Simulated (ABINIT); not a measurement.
Planning a run of ABINIT 10.8.3 on Bi2Te3 (Tellurobismuthite). The input:

```
acell 3*1.0 Angstrom
rprim 
  2.193000000000 1.266129140305 10.165666666704
  -2.193000000000 1.266129140305 10.165666666704
  0.000000000000 -2.532258280695 10.165666666693
ntypat 2
znucl 83 52
natom 5
typat 1 1 2 2 2
xred 
  0.400000000000 0.400000000000 0.400000000000
  0.600000000000 0.600000000000 0.600000000000
  0.000000000000 0.000000000000 0.000000000000
  0.209500000000 0.209500000000 0.209500000000
  0.790500000000 0.790500000000 0.790500000000
pp_dirpath "pseudos"
pseudos "Bi.upf, Te.upf"
ecut 34
ngkpt 4 4 4
nshiftk 1
shiftk 0 0 0
kptopt 1
chksymbreak 0
istwfk *1
occopt 1
irdwfk 1
optdriver 3
nband 100
ecuteps 3.2
inclvkb 2
awtr 1
symchi 1
indata_prefix "in"
outdata_prefix "out"
tmpdata_prefix "tmp"
```

```sh
OMP_NUM_THREADS=1 mpirun -n 4 abinit run.abi > log
```

Q: How long will it take on 4 MPI ranks of Arm Neoverse V2, shared host, and how much memory?

It took 23 min; on shared hardware allow 11 min to 46 min. Peak host memory was 17 GiB.

[Paths, hosts, dates, memory and timing lines, banners, echoed tables and standing remarks are left out of the program output.]

[Logs are printed without paths, hosts, clocks, repeated set-up lines and the standing remarks that a program may print on its own settings, such as how far it seeks lower states.]

[Runs of the session that timed out or met a known fault of the program may be left out.]

[Hosts, paths, dates, database ids (printed as entryN), source tags and the programs' standing remarks are cut or masked in the printed files.]

[G0W0 gaps are taken among the corrected bands and points alone; a level outside them can change the order at an edge.]

[Where Ansatz stands beside ABINIT at settings called matched, ABINIT's density can come from a denser mesh and the files from another edition; pairs whose starting gaps differed by over 0.03 eV were left out, so agreement reads better than it is.]
